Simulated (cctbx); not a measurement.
## Cs5Re2F: precision against data quality

Space group I4/mcm (no. 140), a = 11.1150 Å, b = 11.1150 Å, c = 16.2320 Å, α = 90.00°, β = 90.00°, γ = 90.00°.

| atom | mult. | x | y | z | Ueq (Å²) |
| --- | --- | --- | --- | --- | --- |
| Re1 | 8 | 0.3434 | 0.1566 | 0 | 0.0054 |
| Cs1 | 16 | 0.8548 | 0.6452 | 0.1542 | 0.0047 |
| Cs2 | 4 | 1/2 | 1/2 | 0 | 0.0051 |
| F1 | 4 | 0 | 0 | 1/4 | 0.0096 |

The model is made up (kin elements in a known structure type, no relaxation), so it says nothing on whether the phase exists.

Five simulated data sets (cctbx; Ag Kα, λ = 0.56087 Å; 2 % proportional error) differ in resolution or exposure (noise floor 4 counts in the first three, 8 in the last two). Each is refined with the right model, isotropic at 1.1 Å and anisotropic otherwise. How do the figures of merit and the uncertainties move?

```csv
d min (Å),top counts,"⟨I/σ⟩ (unmerged, absences included)",unique,param. (scale apart),Rint,R1,GooF,largest s.u. xyz (fractional),s.u. U of F1 (Å²),largest error (Å)
1.1,5000,5.1,237,7,0.040,0.0108,0.91,0.00003,0.0021,0.0008
0.84,5000,4.4,504,14,0.047,0.0137,1.00,0.00002,0.0021,0.0002
0.6,5000,4.4,1330,14,0.048,0.0129,0.96,0.00001,0.0008,0.0003
0.75,300,0.5,692,14,0.463,0.0738,0.95,0.00017,0.0115,0.0017
0.75,3000,2.7,692,14,0.086,0.0213,0.95,0.00003,0.0024,0.0005
```

The number of reflections grows roughly as 1/d³: 237, 504 and 1330 here. R1 follows the noise rather than the truth: at 300 counts it is 0.0738, at 3000 counts 0.0213, while GooF is 0.95 and 0.95: the weights 1/σ² carry the noise. The s.u. of U (U11 where anisotropic) for F1 goes 0.0021, 0.0021, 0.0008 Å² with resolution and 0.0115, 0.0024 Å² with exposure.

Hardware for the 0.6 Å refinement: 0.48 s on 1 thread of Arm Neoverse V2, on a shared host, peak memory 0.1 GiB.

[Logs are printed without paths, hosts, clocks, repeated set-up lines and the standing remarks that a program may print on its own settings, such as how far it seeks lower states.]
